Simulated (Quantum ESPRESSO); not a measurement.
# F-SiSi-F chair, 1 layer: a series in the field along the normal, part 3 of 4

Wanted: a table for F-SiSi-F chair, 1 layer against the field along the normal, and what can be fitted to it.

Quantum ESPRESSO 7.5; plane-wave DFT, PBE, GBRV ultrasoft pseudopotentials.

So far. Step 2 (Variable-cell relaxation of the reference):  The last row is no step: it is a fresh SCF in the final cell with a new plane-wave basis, -1 meV from the row before.

## 5. Bands along a path, 0 V/Å

Bands along a path place the edges.

m0.bands.in reads:

```
&control
  prefix = 'm0.bands'
  outdir = './out'
  pseudo_dir = './pseudo'
  calculation = 'bands'
  tefield = .true.
  dipfield = .true.
/
&system
  ibrav = 0
  nat = 4
  ntyp = 2
  ecutwfc = 40
  ecutrho = 200
  occupations = 'smearing'
  smearing = 'fd'
  degauss = 0.002
  edir = 3
  emaxpos = 0.97
  eopreg = 0.04
  eamp = 0.0
  nbnd = 17
/
&electrons
  conv_thr = 1e-07
  mixing_beta = 0.4
  electron_maxstep = 120
  mixing_mode = 'local-TF'
/
ATOMIC_SPECIES
  F   18.9984  f_pbe_v1.4.uspp.F.UPF
  Si  28.0850  si_pbe_v1.uspp.F.UPF
CELL_PARAMETERS angstrom
  3.93816932200000 0.00000000000000 0.00000000000000
  -1.96908466100000 3.41055467700000 0.00000000000000
  0.00000000000000 0.00000000000000 21.10000000000000
ATOMIC_POSITIONS crystal
  F   0.666666666700 0.333333333300 0.405996223100
  Si  0.666666666700 0.333333333300 0.483294441200
  Si  0.333333333300 0.666666666700 0.516705558800
  F   0.333333333300 0.666666666700 0.594003776900
K_POINTS crystal_b
4
  0.0000000000 0.0000000000 0.0000000000 10
  0.5000000000 0.0000000000 0.0000000000 10
  0.3333333333 0.3333333333 0.0000000000 10
  0.0000000000 0.0000000000 0.0000000000 1
```

Started as:

```console
cp -r out/m0.scf.save out/m0.bands.save
cp out/m0.scf.xml out/m0.bands.xml
OMP_NUM_THREADS=1 mpirun -n 4 pw.x -nk 4 -in m0.bands.in > m0.bands.out
```

What it wrote:

```text
[banner, memory and clock lines left out]
Program PWSCF v.7.5 starts

          URL

     Presently no symmetry can be used with electric field

     Atomic positions and unit cell read from directory:
     ./out/m0.bands.save/

     G-vector sticks info

     bravais-lattice index     =            0
     lattice parameter (alat)  =       7.4421  a.u.
     unit-cell volume          =    1912.4868 (a.u.)^3
     number of atoms/cell      =            4
     number of atomic types    =            2
     number of electrons       =        22.00
     number of Kohn-Sham states=           17
     kinetic-energy cutoff     =      40.0000  Ry
     charge density cutoff     =     200.0000  Ry
     Exchange-correlation= SLA  PW   PBE  PBE
                           (   1   4   3   4   0   0   0)

     celldm(1)=   7.442061  celldm(2)=   0.000000  celldm(3)=   0.000000
     celldm(4)=   0.000000  celldm(5)=   0.000000  celldm(6)=   0.000000

     crystal axes: (cart. coord. in units of alat)
               a(1) = (   1.000000   0.000000   0.000000 )
               a(2) = (  -0.500000   0.866025   0.000000 )
               a(3) = (   0.000000   0.000000   5.357819 )

     reciprocal axes: (cart. coord. in units 2 pi/alat)
               b(1) = (  1.000000  0.577350 -0.000000 )
               b(2) = (  0.000000  1.154701  0.000000 )
               b(3) = (  0.000000 -0.000000  0.186643 )

     PseudoPot. # 1 for F  read from file:
     ./pseudo/f_pbe_v1.4.uspp.F.UPF
     Pseudo is Ultrasoft, Zval =  7.0
     Generated by new atomic code, or converted to UPF format
     Using radial grid of  799 points,  4 beta functions with:
                l(1) =   0
                l(2) =   0
                l(3) =   1
                l(4) =   1
     Q(r) pseudized with  8 coefficients,  rinner =    0.950   0.950   0.950

     PseudoPot. # 2 for Si read from file:
     ./pseudo/si_pbe_v1.uspp.F.UPF
     Pseudo is Ultrasoft + core correction, Zval =  4.0
     Generated by new atomic code, or converted to UPF format
     Using radial grid of  899 points,  6 beta functions with:
                l(1) =   0
                l(2) =   0
                l(3) =   1
                l(4) =   1
                l(5) =   2
                l(6) =   2
     Q(r) pseudized with  8 coefficients,  rinner =    0.900   0.900   0.900
                                                       0.900   0.900

     atomic species   valence    mass     pseudopotential
     F                 7.00    18.99840     F ( 1.00)
     Si                4.00    28.08500     Si( 1.00)

     No symmetry found

   Cartesian axes

     site n.     atom                  positions (alat units)
         1        F      tau(   1) = (   0.5000000   0.2886751   2.1752544  )
         2        Si     tau(   2) = (   0.5000000   0.2886751   2.5894043  )
         3        Si     tau(   3) = (  -0.0000000   0.5773503   2.7684151  )
         4        F      tau(   4) = (  -0.0000000   0.5773503   3.1825650  )

     number of k points=    31  Fermi-Dirac smearing, width (Ry)=  0.0020
                       cart. coord. in units 2pi/alat
        k(    1) = (   0.0000000   0.0000000   0.0000000), wk =   0.0645161
        k(    2) = (   0.0500000   0.0288675   0.0000000), wk =   0.0645161
        k(    3) = (   0.1000000   0.0577350   0.0000000), wk =   0.0645161
        k(    4) = (   0.1500000   0.0866025   0.0000000), wk =   0.0645161
        k(    5) = (   0.2000000   0.1154701   0.0000000), wk =   0.0645161
        k(    6) = (   0.2500000   0.1443376   0.0000000), wk =   0.0645161
        k(    7) = (   0.3000000   0.1732051   0.0000000), wk =   0.0645161
        k(    8) = (   0.3500000   0.2020726   0.0000000), wk =   0.0645161
        k(    9) = (   0.4000000   0.2309401   0.0000000), wk =   0.0645161
        k(   10) = (   0.4500000   0.2598076   0.0000000), wk =   0.0645161
        k(   11) = (   0.5000000   0.2886751   0.0000000), wk =   0.0645161
        k(   12) = (   0.4833333   0.3175426   0.0000000), wk =   0.0645161
        k(   13) = (   0.4666667   0.3464102   0.0000000), wk =   0.0645161
        k(   14) = (   0.4500000   0.3752777   0.0000000), wk =   0.0645161
        k(   15) = (   0.4333333   0.4041452   0.0000000), wk =   0.0645161
        k(   16) = (   0.4166667   0.4330127   0.0000000), wk =   0.0645161
        k(   17) = (   0.4000000   0.4618802   0.0000000), wk =   0.0645161
        k(   18) = (   0.3833333   0.4907477   0.0000000), wk =   0.0645161
        k(   19) = (   0.3666667   0.5196152   0.0000000), wk =   0.0645161
        k(   20) = (   0.3500000   0.5484828   0.0000000), wk =   0.0645161
        k(   21) = (   0.3333333   0.5773503   0.0000000), wk =   0.0645161
        k(   22) = (   0.3000000   0.5196152   0.0000000), wk =   0.0645161
        k(   23) = (   0.2666667   0.4618802   0.0000000), wk =   0.0645161
        k(   24) = (   0.2333333   0.4041452   0.0000000), wk =   0.0645161
        k(   25) = (   0.2000000   0.3464102   0.0000000), wk =   0.0645161
        k(   26) = (   0.1666667   0.2886751   0.0000000), wk =   0.0645161
        k(   27) = (   0.1333333   0.2309401   0.0000000), wk =   0.0645161
        k(   28) = (   0.1000000   0.1732051   0.0000000), wk =   0.0645161
        k(   29) = (   0.0666667   0.1154701   0.0000000), wk =   0.0645161
        k(   30) = (   0.0333333   0.0577350   0.0000000), wk =   0.0645161
        k(   31) = (   0.0000000   0.0000000   0.0000000), wk =   0.0645161

     Dense  grid:    91259 G-vectors     FFT dimensions: (  36,  36, 180)

     Smooth grid:    65135 G-vectors     FFT dimensions: (  30,  30, 162)

     The potential is recalculated from file :
     ./out/m0.bands.save/charge-density

     negative rho (up, down):  1.055E-03 0.000E+00

     Adding external electric field

     Computed dipole along edir(3) :
        Dipole                0.0000 Ry au,          0.0000 Debye
        Dipole field          0.0000 Ry au,

        Potential amp.       -0.0000 Ry
        Total length         38.2783 bohr

     Starting wfcs are   16 randomized atomic wfcs +    1 random wfcs

     Band Structure Calculation
     Davidson diagonalization with overlap

     ethr =  4.55E-10,  avg # of iterations = 43.3

     End of band structure calculation

          k = 0.0000 0.0000 0.0000 (  8175 PWs)   bands (ev):

   -28.4543 -28.4296 -14.3332 -11.2118  -9.7664  -9.1606  -9.1606  -9.0123
    -9.0123  -4.0547  -4.0547  -3.3934  -0.3267  -0.3267  -0.2717   1.4779
     2.1541

          k = 0.0500 0.0289 0.0000 (  8185 PWs)   bands (ev):

   -28.4537 -28.4292 -14.3107 -11.2137  -9.7726  -9.1787  -9.1661  -9.0132
    -9.0082  -4.3088  -4.1016  -3.2570  -0.3792  -0.2224  -0.1056   1.5158
     2.1841

          k = 0.1000 0.0577 0.0000 (  8199 PWs)   bands (ev):

   -28.4519 -28.4283 -14.2436 -11.2200  -9.7909  -9.2306  -9.1819  -9.0158
    -8.9968  -4.8164  -4.2267  -3.0445  -0.5371   0.0741   0.3558   1.6265
     2.2742

          k = 0.1500 0.0866 0.0000 (  8213 PWs)   bands (ev):

   -28.4491 -28.4269 -14.1329 -11.2331  -9.8199  -9.3117  -9.2059  -9.0206
    -8.9790  -5.3952  -4.3961  -2.8340  -0.7439   0.5267   0.9941   1.8056
     2.4249

          k = 0.2000 0.1155 0.0000 (  8195 PWs)   bands (ev):

   -28.4456 -28.4252 -13.9809 -11.2577  -9.8579  -9.4160  -9.2353  -9.0272
    -8.9545  -5.9760  -4.5784  -2.6249  -0.9442   1.0989   1.7153   2.0526
     2.6372

          k = 0.2500 0.1443 0.0000 (  8203 PWs)   bands (ev):

   -28.4415 -28.4233 -13.7912 -11.3005  -9.9036  -9.5347  -9.2673  -9.0354
    -8.9227  -6.5190  -4.7516  -2.4355  -1.0822   1.7600   2.3111   2.4755
     2.8993

          k = 0.3000 0.1732 0.0000 (  8201 PWs)   bands (ev):

   -28.4373 -28.4217 -13.5695 -11.3707  -9.9566  -9.6543  -9.2987  -9.0440
    -8.8828  -6.9979  -4.9028  -2.3092  -1.0954   2.3273   2.4784   2.7215
     3.1710

          k = 0.3500 0.2021 0.0000 (  8183 PWs)   bands (ev):

   -28.4334 -28.4203 -13.3257 -11.4767 -10.0167  -9.7568  -9.3266  -9.0521
    -8.8346  -7.3948  -5.0247  -2.2741  -0.9487   1.8011   3.1280   3.1986
     3.5892

          k = 0.4000 0.2309 0.0000 (  8155 PWs)   bands (ev):

   -28.4300 -28.4195 -13.0781 -11.6175 -10.0774  -9.8279  -9.3486  -9.0587
    -8.7811  -7.6979  -5.1135  -2.2968  -0.6788   1.2859   3.5924   3.7859
     4.0376

          k = 0.4500 0.2598 0.0000 (  8141 PWs)   bands (ev):

   -28.4277 -28.4191 -12.8664 -11.7640 -10.1229  -9.8671  -9.3627  -9.0630
    -8.7326  -7.8949  -5.1674  -2.3280  -0.3609   0.8350   4.0779   4.0923
     4.5245

          k = 0.5000 0.2887 0.0000 (  8140 PWs)   bands (ev):

   -28.4268 -28.4190 -12.7734 -11.8354 -10.1396  -9.8793  -9.3675  -9.0645
    -8.7111  -7.9654  -5.1854  -2.3408  -0.1689   0.6008   4.1469   4.5613
     4.5789

          k = 0.4833 0.3175 0.0000 (  8142 PWs)   bands (ev):

   -28.4267 -28.4190 -12.7669 -11.8370 -10.1366  -9.8791  -9.3744  -9.0700
    -8.7041  -7.9665  -5.2428  -2.2583  -0.1542   0.6050   4.0635   4.5732
     4.5788

          k = 0.4667 0.3464 0.0000 (  8128 PWs)   bands (ev):

   -28.4264 -28.4190 -12.7477 -11.8420 -10.1275  -9.8783  -9.3947  -9.0851
    -8.6842  -7.9699  -5.3953  -2.0314  -0.1091   0.6169   3.8584   4.5732
     4.5855

          k = 0.4500 0.3753 0.0000 (  8136 PWs)   bands (ev):

   -28.4260 -28.4190 -12.7158 -11.8513 -10.1123  -9.8773  -9.4279  -9.1066
    -8.6541  -7.9768  -5.6015  -1.7049  -0.0291   0.6351   3.5908   4.5399
     4.5627

          k = 0.4333 0.4041 0.0000 (  8124 PWs)   bands (ev):

   -28.4254 -28.4190 -12.6717 -11.8663 -10.0912  -9.8761  -9.4727  -9.1310
    -8.6163  -7.9888  -5.8244  -1.3242   0.0954   0.6567   3.2967   4.4281
     4.4604

          k = 0.4167 0.4330 0.0000 (  8132 PWs)   bands (ev):

   -28.4247 -28.4190 -12.6159 -11.8888 -10.0642  -9.8750  -9.5275  -9.1557
    -8.5727  -8.0083  -6.0378  -0.9334   0.2837   0.6768   2.9995   4.1961
     4.2663

          k = 0.4000 0.4619 0.0000 (  8138 PWs)   bands (ev):

   -28.4239 -28.4191 -12.5491 -11.9211 -10.0316  -9.8743  -9.5898  -9.1783
    -8.5240  -8.0379  -6.2245  -0.5776   0.5645   0.6869   2.7183   3.8806
     4.0159

          k = 0.3833 0.4907 0.0000 (  8132 PWs)   bands (ev):

   -28.4230 -28.4192 -12.4722 -11.9656  -9.9937  -9.8740  -9.6564  -9.1972
    -8.4703  -8.0797  -6.3736  -0.2858   0.6742   0.9541   2.4727   3.5366
     3.7400

          k = 0.3667 0.5196 0.0000 (  8120 PWs)   bands (ev):

   -28.4222 -28.4195 -12.3863 -12.0248  -9.9512  -9.8741  -9.7234  -9.2113
    -8.4113  -8.1344  -6.4792  -0.0496   0.6215   1.4295   2.2841   3.1979
     3.4547

          k = 0.3500 0.5485 0.0000 (  8124 PWs)   bands (ev):

   -28.4213 -28.4199 -12.2929 -12.1004  -9.9059  -9.8743  -9.7858  -9.2199
    -8.3463  -8.2003  -6.5404   0.1560   0.5139   1.9283   2.1701   2.9070
     3.1684

          k = 0.3333 0.5774 0.0000 (  8136 PWs)   bands (ev):

   -28.4206 -28.4206 -12.1934 -12.1934  -9.8739  -9.8739  -9.8247  -9.2228
    -8.2741  -8.2741  -6.5598   0.3490   0.3490   2.1342   2.2082   2.8862
     2.8862

          k = 0.3000 0.5196 0.0000 (  8110 PWs)   bands (ev):

   -28.4224 -28.4194 -12.4293 -11.9848  -9.9404  -9.8666  -9.7353  -9.2123
    -8.4284  -8.1022  -6.4920  -0.0982   0.7215   1.7834   2.2201   2.3708
     3.8966

          k = 0.2667 0.4619 0.0000 (  8140 PWs)   bands (ev):

   -28.4252 -28.4189 -12.7161 -11.7786  -9.9831  -9.8419  -9.6229  -9.1854
    -8.5714  -7.8814  -6.3118  -0.6045   0.9440   1.4424   1.8168   2.5333
     4.1820

          k = 0.2333 0.4041 0.0000 (  8147 PWs)   bands (ev):

   -28.4289 -28.4192 -13.0268 -11.5946  -9.9880  -9.7896  -9.5149  -9.1496
    -8.6921  -7.5951  -6.0455  -1.1053   0.6290   1.3533   1.7412   2.8778
     3.6397

          k = 0.2000 0.3464 0.0000 (  8167 PWs)   bands (ev):

   -28.4333 -28.4203 -13.3350 -11.4482  -9.9655  -9.7054  -9.4187  -9.1122
    -8.7890  -7.2285  -5.7140  -1.5739   0.2527   0.9363   2.2198   3.1102
     3.2282

          k = 0.1667 0.2887 0.0000 (  8193 PWs)   bands (ev):

   -28.4382 -28.4220 -13.6199 -11.3450  -9.9265  -9.5948  -9.3379  -9.0785
    -8.8642  -6.7735  -5.3406  -1.9980  -0.0496   0.5719   2.5762   2.8241
     3.1138

          k = 0.1333 0.2309 0.0000 (  8205 PWs)   bands (ev):

   -28.4431 -28.4240 -13.8672 -11.2798  -9.8804  -9.4713  -9.2734  -9.0514
    -8.9208  -6.2325  -4.9553  -2.3715  -0.2578   0.2648   2.2219   2.6071
     2.8400

          k = 0.1000 0.1732 0.0000 (  8227 PWs)   bands (ev):

   -28.4475 -28.4261 -14.0673 -11.2425  -9.8356  -9.3517  -9.2244  -9.0317
    -8.9619  -5.6216  -4.5965  -2.6929  -0.3657   0.0197   1.6334   1.9080
     2.5181

          k = 0.0667 0.1155 0.0000 (  8207 PWs)   bands (ev):

   -28.4511 -28.4279 -14.2139 -11.2231  -9.7987  -9.2517  -9.1895  -9.0194
    -8.9900  -4.9767  -4.3060  -2.9699  -0.3831  -0.1594   0.6884   1.6744
     2.3145

          k = 0.0333 0.0577 0.0000 (  8191 PWs)   bands (ev):

   -28.4535 -28.4291 -14.3032 -11.2143  -9.7747  -9.1846  -9.1680  -9.0137
    -9.0066  -4.3763  -4.1189  -3.2241  -0.3493  -0.2702  -0.0171   1.5283
     2.1941

          k = 0.0000 0.0000 0.0000 (  8175 PWs)   bands (ev):

   -28.4543 -28.4296 -14.3332 -11.2118  -9.7664  -9.1606  -9.1606  -9.0123
    -9.0123  -4.0547  -4.0547  -3.3934  -0.3267  -0.3267  -0.2717   1.4779
     2.1541

     XML data file, pseudopotentials, collected wavefunctions

                                        0.00s GPU  (     439 calls)
```

Wall time 12 s (4 MPI ranks of Intel Xeon Platinum 8488C (Sapphire Rapids), shared host); peak memory 0.38 GiB; 49 s of CPU time.

Band numbers count within the set of bands kept for display. The electronic bands at the labelled points (eV, zero at the highest filled level of the SCF mesh; v1 is the highest filled band, c1 the lowest empty one):

| point | v4 | v3 | v2 | v1 | c1 | c2 | c3 | c4 |
| --- | --- | --- | --- | --- | --- | --- | --- | --- |
| Γ | -4.96 | -4.96 | 0.00 | 0.00 | 0.66 | 3.73 | 3.73 | 3.78 |
| halfway | -4.98 | -4.87 | -2.46 | -0.70 | 1.62 | 2.97 | 5.81 | 6.37 |
| M | -5.01 | -4.66 | -3.91 | -1.13 | 1.71 | 3.89 | 4.66 | 8.20 |
| halfway | -5.10 | -4.52 | -3.95 | -1.98 | 3.12 | 4.34 | 4.73 | 7.05 |
| K | -5.17 | -4.22 | -4.22 | -2.51 | 4.40 | 4.40 | 6.19 | 6.26 |
| halfway | -5.02 | -4.81 | -2.72 | -1.29 | 2.06 | 4.01 | 4.63 | 6.63 |
| Γ | -4.96 | -4.96 | 0.00 | 0.00 | 0.66 | 3.73 | 3.73 | 3.78 |

Along this path the valence top lies at Γ and the conduction bottom at Γ.

## 6. Ground state, 0.05 V/Å

m1.scf.in reads:

```
&control
  prefix = 'm1.scf'
  outdir = './out'
  pseudo_dir = './pseudo'
  calculation = 'scf'
  tprnfor = .true.
  tefield = .true.
  dipfield = .true.
/
&system
  ibrav = 0
  nat = 4
  ntyp = 2
  ecutwfc = 40
  ecutrho = 200
  occupations = 'smearing'
  smearing = 'fd'
  degauss = 0.002
  edir = 3
  emaxpos = 0.97
  eopreg = 0.04
  eamp = 0.00097235
  nbnd = 17
/
&electrons
  conv_thr = 1e-09
  mixing_beta = 0.4
  electron_maxstep = 120
  mixing_mode = 'plain'
  startingpot = 'file'
/
ATOMIC_SPECIES
  F   18.9984  f_pbe_v1.4.uspp.F.UPF
  Si  28.0850  si_pbe_v1.uspp.F.UPF
CELL_PARAMETERS angstrom
  3.93816932200000 0.00000000000000 0.00000000000000
  -1.96908466100000 3.41055467700000 0.00000000000000
  0.00000000000000 0.00000000000000 21.10000000000000
ATOMIC_POSITIONS crystal
  F   0.666666666700 0.333333333300 0.405996223100
  Si  0.666666666700 0.333333333300 0.483294441200
  Si  0.333333333300 0.666666666700 0.516705558800
  F   0.333333333300 0.666666666700 0.594003776900
K_POINTS automatic
  12 12 1 0 0 0
```

Started as:

```console
cp -r out/m0.scf.save out/m1.scf.save
OMP_NUM_THREADS=1 mpirun -n 4 pw.x -nk 4 -in m1.scf.in > m1.scf.out
```

What it wrote:

```text
[banner, memory and clock lines left out]
Program PWSCF v.7.5 starts
[...]
number of electrons       =        22.00
     number of Kohn-Sham states=           17
     kinetic-energy cutoff     =      40.0000  Ry
     charge density cutoff     =     200.0000  Ry
[...]
number of k points=    74  Fermi-Dirac smearing, width (Ry)=  0.0020
[...]
Dense  grid:    91259 G-vectors     FFT dimensions: (  36,  36, 180)
[...]
The initial density is read from file :
[...]
negative rho (up, down):  1.055E-03 0.000E+00
[...]
Starting wfcs are   16 randomized atomic wfcs +    1 random wfcs
[...]
negative rho (up, down):  1.055E-03 0.000E+00
[...]
estimated scf accuracy    <       0.00024582 Ry
[...]
negative rho (up, down):  1.056E-03 0.000E+00
[...]
estimated scf accuracy    <       0.00013677 Ry
[...]
negative rho (up, down):  1.055E-03 0.000E+00
[...]
estimated scf accuracy    <       0.00000040 Ry
[...]
negative rho (up, down):  1.055E-03 0.000E+00
[...]
estimated scf accuracy    <       0.00000009 Ry
[...]
negative rho (up, down):  1.055E-03 0.000E+00
[...]
estimated scf accuracy    <          3.6E-09 Ry
[...]
negative rho (up, down):  1.055E-03 0.000E+00
[...]
Computed dipole along edir(3) :
        Dipole                0.0231 Ry au,          0.0588 Debye
        Dipole field          0.0002 Ry au,
        E field amplitude [Ha a.u.]:  9.7235E-04
        Potential amp.        0.0628 Ry
        Total length         38.2783 bohr
[...]
the Fermi energy is    -3.7053 ev
!    total energy              =    -116.60649051 Ry
     estimated scf accuracy    <          6.6E-10 Ry
     smearing contrib. (-TS)   =      -0.00000001 Ry
     internal energy E=F+TS    =    -116.60649050 Ry
[...]
one-electron contribution =    -521.99752871 Ry
     hartree contribution      =     266.12481547 Ry
     xc contribution           =     -27.33962276 Ry
     ewald contribution        =     166.60588697 Ry
     electric field correction =      -0.00004146 Ry
     convergence has been achieved in   6 iterations
     negative rho (up, down):  1.055E-03 0.000E+00
[...]
Total force =     0.002487     Total SCF correction =     0.000105
[...]
```

Wall time 30 s (4 MPI ranks); peak memory 0.59 GiB; 2 min of CPU time.

This step gave:

```
free energy                          : -1586.5121 eV
Fermi energy                         : -3.705 eV
dipole along the normal              : 0.01224 e·Å
valence top, on the run's zero       : -4.046 eV
conduction bottom, on the run's zero : -3.385 eV
gap by band count                    : 0.6613 eV
```

(Continued in part 4 of 4.)

[Logs are printed without paths, hosts, clocks, repeated set-up lines and the standing remarks that a program may print on its own settings, such as how far it seeks lower states.]

[Hosts, paths, dates, database ids (printed as entryN), source tags and the programs' standing remarks are cut or masked in the printed files.]

[Maps of the electrostatic potential energy from Ansatz leave out the sawtooth potential of an applied field or a dipole correction, so their vacuum need not be flat; planar profiles and work functions include it.]
